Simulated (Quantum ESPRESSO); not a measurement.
# Rb3ClO (Pm-3m): modes at Γ and the response to a field, part 2 of 3

Aim: the zone-centre modes of Rb3ClO (Pm-3m).

Quantum ESPRESSO 7.5; DFT LDA, scalar-relativistic, plane waves, PseudoDojo norm-conserving pseudopotentials.

So far. Step 2 (A first look): A gap of 0.29 eV on this mesh is too small to trust, so smearing is kept; the start stands at -2.4 GPa. Step 4 (Ground state): The cell stands at 0.002 GPa, close enough for phonons. The relaxed cell has a = 5.272 Å (conventional setting).

### 6. Zone-centre response

At q = 0 one unit cell holds all displacements; symmetry groups them into irreducible representations that are solved one by one. The response to a field gives ε∞ and the Born charges, which polar modes need.

ph.in

```
phonons
&INPUTPH
  prefix = 'x'
  outdir = './tmp'
  fildyn = 'g.dyn'
  tr2_ph = 1.0d-18
  epsil  = .true.
/
0.000000000000 0.000000000000 0.000000000000
```

Launch:

```bash
$ OMP_NUM_THREADS=1 mpirun -n 8 ph.x -nk 8 -in ph.in > ph.out
```

Output:

```text
[banners, grids, parts of the stress and lines that vanish by symmetry left out]
[banner, memory and clock lines left out]
Program PHONON v.7.5

     ./tmp/x.save/

     IMPORTANT: XC functional enforced from input :
     Exchange-correlation= PW
                           (   1   4   0   0   0   0   0)
     Any further DFT definition will be discarded
     Please, verify this is what you really want

     G-vector sticks info

     Reading collected, re-writing distributed wavefunctions in ./tmp/

     Number and degeneracy of irreps per q-point
       N         xq(1)         xq(2)         xq(3)   N irreps
       1   0.000000000   0.000000000   0.000000000       5
        3   3   3   3   3

     Calculation of q =    0.0000000   0.0000000   0.0000000

     phonons

     bravais-lattice index     =            1
     lattice parameter (alat)  =       9.9628  a.u.
     unit-cell volume          =     988.8908 (a.u.)^3
     number of atoms/cell      =            5
     number of atomic types    =            3
     kinetic-energy cut-off    =      92.0000  Ry
     charge density cut-off    =     368.0000  Ry
     convergence threshold     =      1.0E-18
     beta                      =       0.7000
     number of iterations used =            4
     Exchange-correlation= PW
                           (   1   4   0   0   0   0   0)

     celldm(1)=    9.96283  celldm(2)=    0.00000  celldm(3)=    0.00000
     celldm(4)=    0.00000  celldm(5)=    0.00000  celldm(6)=    0.00000

     crystal axes: (cart. coord. in units of alat)
               a(1) = (  1.0000  0.0000  0.0000 )
               a(2) = (  0.0000  1.0000  0.0000 )
               a(3) = (  0.0000  0.0000  1.0000 )

     reciprocal axes: (cart. coord. in units 2 pi/alat)
               b(1) = (  1.0000  0.0000  0.0000 )
               b(2) = (  0.0000  1.0000  0.0000 )
               b(3) = (  0.0000  0.0000  1.0000 )

     Atoms inside the unit cell:

     Cartesian axes

     site n.  atom      mass           positions (alat units)
        1  Rb     85.4678   tau(    1) = (    0.00000    0.00000    0.50000  )
        2  Rb     85.4678   tau(    2) = (    0.00000    0.50000    0.00000  )
        3  Rb     85.4678   tau(    3) = (    0.50000    0.00000    0.00000  )
        4  Cl     35.4500   tau(    4) = (    0.50000    0.50000    0.50000  )
        5  O      15.9990   tau(    5) = (    0.00000    0.00000    0.00000  )

     Computing dynamical matrix for
                    q = (   0.0000000   0.0000000   0.0000000 )

     49 Sym.Ops. (with q -> -q+G )

     G cutoff =  925.2384  ( 117785 G-vectors)     FFT grid: ( 64, 64, 64)
     number of k points=    20
                       cart. coord. in units 2pi/alat
        k(    1) = (   0.0000000   0.0000000   0.0000000), wk =   0.0092593
        k(    2) = (   0.0000000   0.0000000   0.1666667), wk =   0.0555556
        k(    3) = (   0.0000000   0.0000000   0.3333333), wk =   0.0555556
        [... further k-points left out ...]

     PseudoPot. # 1 for Rb read from file:
     ./pseudo/Rb.upf
     Pseudo is Norm-conserving + core correction, Zval =  9.0

     PseudoPot. # 2 for Cl read from file:
     ./pseudo/Cl.upf
     Pseudo is Norm-conserving + core correction, Zval =  7.0

     PseudoPot. # 3 for O  read from file:
     ./pseudo/O.upf
     Pseudo is Norm-conserving + core correction, Zval =  6.0

     Mode symmetry, O_h (m-3m)  point group:

     Electric field:
     Dielectric constant
     Born effective charges as d Force / d E

     Atomic displacements:
     There are    5 irreducible representations

     Representation     1      3 modes -  To be done

     Representation     2      3 modes -  To be done

     Representation     3      3 modes -  To be done

     Representation     4      3 modes -  To be done

     Representation     5      3 modes -  To be done

     Alpha used in Ewald sum =   2.8000

     Electric Fields Calculation

      iter #   1   av.it.:   7.0
      thresh= 1.000E-02 alpha_mix =  0.700 |ddv_scf|^2 =  3.431E-08

      [... iterations left out ...]
      iter #   9   av.it.:  14.3
      thresh= 2.892E-10 alpha_mix =  0.700 |ddv_scf|^2 =  2.686E-19

     End of electric fields calculation

          Dielectric constant in cartesian axis

          (       4.258778612       0.000000000       0.000000000 )
          (       0.000000000       4.258778612       0.000000000 )
          (       0.000000000       0.000000000       4.258778612 )

          Effective charges (d Force / dE) in cartesian axis without acoustic sum rule applied (asr)

           atom    1  Rb    Mean Z*:        1.24642
      Ex  (        1.16765        0.00000        0.00000 )
      Ey  (        0.00000        1.16765        0.00000 )
      Ez  (        0.00000        0.00000        1.40396 )
           atom    2  Rb    Mean Z*:        1.24642
      Ex  (        1.16765        0.00000        0.00000 )
      Ey  (        0.00000        1.40396        0.00000 )
      Ez  (        0.00000        0.00000        1.16765 )
           atom    3  Rb    Mean Z*:        1.24642
      Ex  (        1.40396        0.00000        0.00000 )
      Ey  (        0.00000        1.16765        0.00000 )
      Ez  (        0.00000        0.00000        1.16765 )
           atom    4  Cl    Mean Z*:       -1.26259
      Ex  (       -1.26259        0.00000        0.00000 )
      Ey  (        0.00000       -1.26259        0.00000 )
      Ez  (        0.00000        0.00000       -1.26259 )
           atom    5  O     Mean Z*:       -2.49112
      Ex  (       -2.49112        0.00000        0.00000 )
      Ey  (        0.00000       -2.49112        0.00000 )
      Ez  (        0.00000        0.00000       -2.49112 )

          Effective charges Sum: Mean:       -0.01444
             -0.01444        0.00000        0.00000
              0.00000       -0.01444        0.00000
              0.00000        0.00000       -0.01444

          Effective charges (d Force / dE) in cartesian axis with asr applied:
           atom    1  Rb    Mean Z*:        1.24931
      E*x (        1.17054        0.00000        0.00000 )
      E*y (        0.00000        1.17054        0.00000 )
      E*z (        0.00000        0.00000        1.40685 )
           atom    2  Rb    Mean Z*:        1.24931
      E*x (        1.17054        0.00000        0.00000 )
      E*y (        0.00000        1.40685        0.00000 )
      E*z (        0.00000        0.00000        1.17054 )
           atom    3  Rb    Mean Z*:        1.24931
      E*x (        1.40685        0.00000        0.00000 )
      E*y (        0.00000        1.17054        0.00000 )
      E*z (        0.00000        0.00000        1.17054 )
           atom    4  Cl    Mean Z*:       -1.25970
      E*x (       -1.25970        0.00000        0.00000 )
      E*y (        0.00000       -1.25970        0.00000 )
      E*z (        0.00000        0.00000       -1.25970 )
           atom    5  O     Mean Z*:       -2.48823
      E*x (       -2.48823        0.00000        0.00000 )
      E*y (        0.00000       -2.48823        0.00000 )
      E*z (        0.00000        0.00000       -2.48823 )

     Representation #   1 modes #   1   2   3

     Self-consistent Calculation

      iter #   1   av.it.:   6.6
      thresh= 1.000E-02 alpha_mix =  0.700 |ddv_scf|^2 =  5.575E-08

      [... iterations left out ...]
      iter #   9   av.it.:  14.2
      thresh= 1.488E-10 alpha_mix =  0.700 |ddv_scf|^2 =  2.124E-20

     End of self-consistent calculation

     Convergence has been achieved

     Representation #   2 modes #   4   5   6

     Self-consistent Calculation

      iter #   1   av.it.:   5.0
      thresh= 1.000E-02 alpha_mix =  0.700 |ddv_scf|^2 =  7.451E-08

      [... iterations left out ...]
      iter #   9   av.it.:  13.9
      thresh= 2.242E-10 alpha_mix =  0.700 |ddv_scf|^2 =  2.334E-20

     End of self-consistent calculation

     Convergence has been achieved

     Representation #   3 modes #   7   8   9

     Self-consistent Calculation

      iter #   1   av.it.:   5.6
      thresh= 1.000E-02 alpha_mix =  0.700 |ddv_scf|^2 =  1.094E-07

      [... iterations left out ...]
      iter #   9   av.it.:  14.2
      thresh= 4.228E-10 alpha_mix =  0.700 |ddv_scf|^2 =  1.239E-19

     End of self-consistent calculation

     Convergence has been achieved

     Representation #   4 modes #  10  11  12

     Self-consistent Calculation

      iter #   1   av.it.:   6.7
      thresh= 1.000E-02 alpha_mix =  0.700 |ddv_scf|^2 =  1.905E-07

      [... iterations left out ...]
      iter #   9   av.it.:  13.9
      thresh= 3.006E-10 alpha_mix =  0.700 |ddv_scf|^2 =  3.626E-19

     End of self-consistent calculation

     Convergence has been achieved

     Representation #   5 modes #  13  14  15

     Self-consistent Calculation

      iter #   1   av.it.:   6.2
      thresh= 1.000E-02 alpha_mix =  0.700 |ddv_scf|^2 =  4.319E-08

      [... iterations left out ...]
      iter #   7   av.it.:  13.9
      thresh= 2.056E-10 alpha_mix =  0.700 |ddv_scf|^2 =  1.944E-20

     End of self-consistent calculation

     Convergence has been achieved

     Number of q in the star =    1
     List of q in the star:
          1   0.000000000   0.000000000   0.000000000

          Dielectric constant in cartesian axis

          (       4.258778612       0.000000000       0.000000000 )
          (       0.000000000       4.258778612       0.000000000 )
          (       0.000000000       0.000000000       4.258778612 )

          Effective charges (d Force / dE) in cartesian axis without acoustic sum rule applied (asr)

           atom    1  Rb    Mean Z*:        1.24642
      Ex  (        1.16765        0.00000        0.00000 )
      Ey  (        0.00000        1.16765        0.00000 )
      Ez  (        0.00000        0.00000        1.40396 )
           atom    2  Rb    Mean Z*:        1.24642
      Ex  (        1.16765        0.00000        0.00000 )
      Ey  (        0.00000        1.40396        0.00000 )
      Ez  (        0.00000        0.00000        1.16765 )
           atom    3  Rb    Mean Z*:        1.24642
      Ex  (        1.40396        0.00000        0.00000 )
      Ey  (        0.00000        1.16765        0.00000 )
      Ez  (        0.00000        0.00000        1.16765 )
           atom    4  Cl    Mean Z*:       -1.26259
      Ex  (       -1.26259        0.00000        0.00000 )
      Ey  (        0.00000       -1.26259        0.00000 )
      Ez  (        0.00000        0.00000       -1.26259 )
           atom    5  O     Mean Z*:       -2.49112
      Ex  (       -2.49112        0.00000        0.00000 )
      Ey  (        0.00000       -2.49112        0.00000 )
      Ez  (        0.00000        0.00000       -2.49112 )

          Effective charges Sum: Mean:       -0.01444
             -0.01444        0.00000        0.00000
              0.00000       -0.01444        0.00000
              0.00000        0.00000       -0.01444

          Effective charges (d Force / dE) in cartesian axis with asr applied:
           atom    1  Rb    Mean Z*:        1.24931
      E*x (        1.17054        0.00000        0.00000 )
      E*y (        0.00000        1.17054        0.00000 )
      E*z (        0.00000        0.00000        1.40685 )
           atom    2  Rb    Mean Z*:        1.24931
      E*x (        1.17054        0.00000        0.00000 )
      E*y (        0.00000        1.40685        0.00000 )
      E*z (        0.00000        0.00000        1.17054 )
           atom    3  Rb    Mean Z*:        1.24931
      E*x (        1.40685        0.00000        0.00000 )
      E*y (        0.00000        1.17054        0.00000 )
      E*z (        0.00000        0.00000        1.17054 )
           atom    4  Cl    Mean Z*:       -1.25970
      E*x (       -1.25970        0.00000        0.00000 )
      E*y (        0.00000       -1.25970        0.00000 )
      E*z (        0.00000        0.00000       -1.25970 )
           atom    5  O     Mean Z*:       -2.48823
      E*x (       -2.48823        0.00000        0.00000 )
      E*y (        0.00000       -2.48823        0.00000 )
      E*z (        0.00000        0.00000       -2.48823 )

     Diagonalizing the dynamical matrix

     q = (    0.000000000   0.000000000   0.000000000 )

 **************************************************************************
     freq (    1) =      -1.137717 [THz] =     -37.950144 [cm-1]
     freq (    2) =      -1.137717 [THz] =     -37.950144 [cm-1]
     freq (    3) =      -1.137717 [THz] =     -37.950144 [cm-1]
     freq (    4) =      -0.901924 [THz] =     -30.084952 [cm-1]
     freq (    5) =      -0.901924 [THz] =     -30.084952 [cm-1]
     freq (    6) =      -0.901924 [THz] =     -30.084952 [cm-1]
     freq (    7) =      -0.039196 [THz] =      -1.307435 [cm-1]
     freq (    8) =      -0.039196 [THz] =      -1.307435 [cm-1]
     freq (    9) =      -0.039196 [THz] =      -1.307435 [cm-1]
     freq (   10) =       2.276303 [THz] =      75.929279 [cm-1]
     freq (   11) =       2.276303 [THz] =      75.929279 [cm-1]
     freq (   12) =       2.276303 [THz] =      75.929279 [cm-1]
     freq (   13) =       6.592090 [THz] =     219.888451 [cm-1]
     freq (   14) =       6.592090 [THz] =     219.888451 [cm-1]
     freq (   15) =       6.592090 [THz] =     219.888451 [cm-1]
 **************************************************************************

     Mode symmetry, O_h (m-3m)  point group:

     freq (   1-   3) =        -38.0  [cm-1]   --> T_1u G_15  G_4- I
     freq (   4-   6) =        -30.1  [cm-1]   --> T_2u G_25  G_5-
     freq (   7-   9) =         -1.3  [cm-1]   --> T_1u G_15  G_4- I
     freq (  10-  12) =         75.9  [cm-1]   --> T_1u G_15  G_4- I
     freq (  13-  15) =        219.9  [cm-1]   --> T_1u G_15  G_4- I
```

Run time: 15 min. Hardware: 8 MPI ranks of Arm Neoverse V1, shared host.

This step gave:

| Property | Result |
| --- | --- |
| miss of the charge sum rule | 0.01445 e |
| largest acoustic frequency at the zone centre before the sum rule | -1.31 cm⁻¹ |
| highest optical zone-centre mode (no LO-TO term) | 219.9 cm⁻¹ |
| lowest optical zone-centre mode | -37.95 cm⁻¹ |
| mean high-frequency dielectric constant | 4.259 |
| largest Born charge in size (third of the trace) | 2.491 e |

Born charge (rows field, columns displacement), before the sum rule (e), principal values of the symmetric part by kind of site:

| atom | atoms with these values | low | middle | high | mean |
| --- | --- | --- | --- | --- | --- |
| Rb1 | 3 | 1.17 | 1.17 | 1.40 | 1.25 |
| Cl4 | 1 | -1.26 | -1.26 | -1.26 | -1.26 |
| O5 | 1 | -2.49 | -2.49 | -2.49 | -2.49 |

In full for O5:

```
-2.49  0.00  0.00
 0.00 -2.49  0.00
 0.00  0.00 -2.49
```

High-frequency dielectric tensor:

```
4.26 0.00 0.00
0.00 4.26 0.00
0.00 0.00 4.26
```

The acoustic modes at Γ come out as far as 1.3 cm⁻¹ from zero, where they should vanish, a small numerical error; the Born charges miss their sum rule by 0.014 e, which is good. The lowest optical mode is imaginary, 38i cm⁻¹, an instability at this level and on this k mesh.

### 7. Modes with the sum rule

A rigid shift of the crystal must cost nothing, but grids and finite bases break this; the acoustic sum rule is imposed before the matrix is diagonalised again. With Born charges the intensities follow; a static dielectric tensor has no meaning with imaginary modes.

dynmat.in

```
&INPUT
  fildyn = 'g.dyn'
  asr    = 'simple'
  fileig = 'dynmat.eig'
  lperm  = .true.
/
```

Launch:

```bash
$ dynmat.x -in dynmat.in > dynmat.out
```

Output:

```text
[banner, memory and clock lines left out]
Program DYNMAT v.7.5

     Reading Dynamical Matrix from file g.dyn
     ...Force constants read
     ...epsilon and Z* read
     A direction for q was not specified:TO-LO splitting will be absent

     Polarizability (A^3 units)
     multiply by 0.479327 for Clausius-Mossotti correction
        38.001148    0.000000    0.000000
         0.000000   38.001148    0.000000
         0.000000    0.000000   38.001148

     IR activities are in (D/A)^2/amu units

# mode   [cm-1]    [THz]      IR
    1    -37.89   -1.1360    3.1955
    2    -37.89   -1.1360    3.1955
    3    -37.89   -1.1360    3.1955
    4    -30.07   -0.9014    0.0000
    5    -30.07   -0.9014    0.0000
    6    -30.07   -0.9014    0.0000
    7     -0.00   -0.0000    0.0000
    8      0.00    0.0000    0.0000
    9      0.00    0.0000    0.0000
   10     75.96    2.2771    0.1355
   11     75.96    2.2771    0.1355
   12     75.96    2.2771    0.1355
   13    219.92    6.5929    7.9038
   14    219.92    6.5929    7.9038
   15    219.92    6.5929    7.9038

Electronic dielectric permittivity tensor (relative, adimensional)
         4.258779    0.000000    0.000000
         0.000000    4.258779    0.000000
         0.000000    0.000000    4.258779

 ... with zone-center polar mode contributions
         6.979134   -0.000000   -0.000000
        -0.000000    6.979134   -0.000000
        -0.000000   -0.000000    6.979134

[end of the log left out, with the tail of the file of modes that dynmat.x writes under the same name]
```

It took 0.47 s on 1 thread.

Read from the output:

- lowest optical zone-centre mode: -37.89 cm⁻¹

Unit eigenvectors of the mass-weighted matrix after the sum rule; no LO-TO term. Modes at Γ, with each element's share of the kinetic energy (negative means imaginary):

| mode | frequency (cm⁻¹) | Rb % | Cl % | O % |
| --- | --- | --- | --- | --- |
| 1 | -37.9 | 40 | 54 | 6 |
| 2 | -37.9 | 40 | 54 | 6 |
| 3 | -37.9 | 40 | 54 | 6 |
| 4 | -30.1 | 100 | 0 | 0 |
| 5 | -30.1 | 100 | 0 | 0 |
| 6 | -30.1 | 100 | 0 | 0 |
| 7 | 0.0 | 83 | 12 | 5 |
| 8 | 0.0 | 83 | 12 | 5 |
| 9 | 0.0 | 83 | 12 | 5 |
| 10 | 76.0 | 51 | 34 | 15 |
| 11 | 76.0 | 51 | 34 | 15 |
| 12 | 76.0 | 51 | 34 | 15 |
| 13 | 219.9 | 26 | 0 | 74 |
| 14 | 219.9 | 26 | 0 | 74 |
| 15 | 219.9 | 26 | 0 | 74 |

Displacements in mode 2 (-37.9 cm⁻¹), the largest set to 1:
```
Rb1 -0.09  0.24  0.21
Rb2 -0.09 -0.15 -0.36
Rb3  0.05  0.24 -0.36
Cl4  0.24 -0.68  1.00
O5   0.12 -0.33  0.48
```

Displacements in mode 14 (219.9 cm⁻¹), the largest set to 1:
```
Rb1  0.00  0.00 -0.25
Rb2  0.00  0.00  0.04
Rb3  0.00  0.00  0.04
Cl4  0.00  0.00 -0.02
O5   0.00  0.00  1.00
```

Degenerate modes summed, no LO-TO term; imaginary modes left out. Lines of the infrared spectrum (strongest = 100):

| position (cm⁻¹) | lines merged | IR intensity, relative |
| --- | --- | --- |
| 76 | 3 | 1.7 |
| 220 | 3 | 100 |

The rule moves no optical mode by more than 0.1 cm⁻¹.

(Continued in part 3 of 3.)

[Host names and launcher messages were left out of these logs when they were recorded.]

[Logs are printed without paths, hosts, clocks, repeated set-up lines and the standing remarks that a program may print on its own settings, such as how far it seeks lower states.]

[Hosts, paths, dates, database ids (printed as entryN), source tags and the programs' standing remarks are cut or masked in the printed files.]
